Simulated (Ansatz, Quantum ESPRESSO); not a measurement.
**Rh (fcc): bulk modulus from a few volumes**

How stiff is fcc Rh under hydrostatic load? Each row scales the relaxed cell evenly and relaxes the atoms. The phase is followed to these pressures whether or not it stays the stable one.

Calculated with Quantum ESPRESSO 7.5, PBEsol, GBRV 1.5 ultrasoft potentials, cutoff 680 eV, Fermi–Dirac smearing 0.05 eV, k-mesh 20×20×20, no spin polarisation, no spin-orbit coupling.

Reference cell, relaxed at zero pressure with PBEsol (Fm-3m): a = 2.6752 Å, b = 2.6752 Å, c = 2.6752 Å, α = 60.00°, β = 60.00°, γ = 60.00°.

```csv
atom,x,y,z
Rh,0.0000,0.0000,0.0000
```

```csv
V (Å³/atom),V/V0,P (GPa),E − E0 (meV/atom)
12.7251,0.9400,21.435,51.3
13.2666,0.9800,6.283,5.3
13.8081,1.0200,−5.582,4.7
14.0789,1.0400,−10.506,18.3
14.3496,1.0600,−14.852,39.8
```

V0 = 13.5374 Å³ an atom, where the residual pressure P0 is −0.012 GPa. **Question.** Fit the Birch–Murnaghan law and give the pressure and the energy at V = 12.9959 Å³ an atom, a row left out above.

With the Eulerian strain f = ½[(V0/V)^(2/3) − 1] and F = (P − P0)/[3f(1 + 2f)^(5/2)], the third-order law is the line F = B0 + (3/2) B0 (B′ − 4) f.

```csv
f,F (GPa)
0.02106,306.22
0.00678,299.19
−0.00656,292.69
−0.01290,289.39
−0.01905,286.16
```

A straight line through the 5 rows: the means are −0.002134 for f and 294.73 for F, Σ(Δx)² = 0.001039 and ΣΔxΔy = 0.5177, so the slope is 0.5177/0.001039 = 498.28 and the intercept 294.73 − (498.28)(−0.002134) = 295.79.

Hence B0 = 295.8 GPa and B′ = 4 + (498.3)/(1.5 × 295.8) = 5.12. For the withheld volume f = 0.01379, F = 302.67 GPa and P = 13.40 GPa. The run itself gives 13.40 GPa, so the estimate misses by 0.00 GPa, a rounding's worth.

Integrating the same law gives E − E0 = (9/2) B0 V0 f²[1 + (B′ − 4) f] + P0(V0 − V), with 1 GPa Å³ = 6.2415 meV: 21.7 meV an atom. The run itself gives 21.9 meV, so the estimate misses by 0.2 meV; the fitted rows themselves lie up to 0.3 meV off the law.

The same fit over all rows at other levels or in other programs gives B0 = 295 GPa with PBEsol (Ansatz).

[Logs are printed without paths, hosts, clocks, repeated set-up lines and the standing remarks that a program may print on its own settings, such as how far it seeks lower states.]
